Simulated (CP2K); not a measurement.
Consider formyl cation at its PBE geometry (Å).

```xyz
3

C    -0.0047   -0.0004    0.0000
O     1.1126   -0.0087    0.0000
H    -1.1080    0.0091    0.0000
```

Method: CP2K XAS_TDP, all-electron GAPW, PBEh(45%), aug-cc-pVTZ, TDA, GW2X-corrected core level, no relativity.

**Question.** Predict the bright core excitations at the O K edge.

Leading lines: O2 533.07 eV. The leading line of an atom is its first one with 35 % of the strongest within 2.5 eV of its lowest line over the strength cut. Core ionisation energies at this level: O2 549.50 eV.

The first six lines of each atom with a strength over 0.0015:

```csv
atom,energy (eV),states,"strength, one atom",above the computed threshold
O2 (bonded to C),533.07,2,0.0961,
,539.54,1,0.0140,
,544.18,2,0.0020,
,544.72,1,0.0080,
,546.24,2,0.0141,
,550.17,1,0.0145,yes
```

Lines are vertical, at one geometry, with no vibrational structure. GW2X ionisation energies and lines can be off by 1 to 2 eV either way, and a good line position may hide errors that cancel. These values hold no scalar relativity, about 0.4 eV for O 1s. Rydberg lines, and the discretised continuum above threshold, depend on the basis and the box. The ion (charge +1) is isolated, with no counter-ion or solvent.

[Banner, clock and machine lines of the logs are left out without a mark of their own.]

[Logs are printed without paths, hosts, clocks, repeated set-up lines and the standing remarks that a program may print on its own settings, such as how far it seeks lower states.]

[Hosts, paths, dates, database ids (printed as entryN), source tags and the programs' standing remarks are cut or masked in the printed files.]
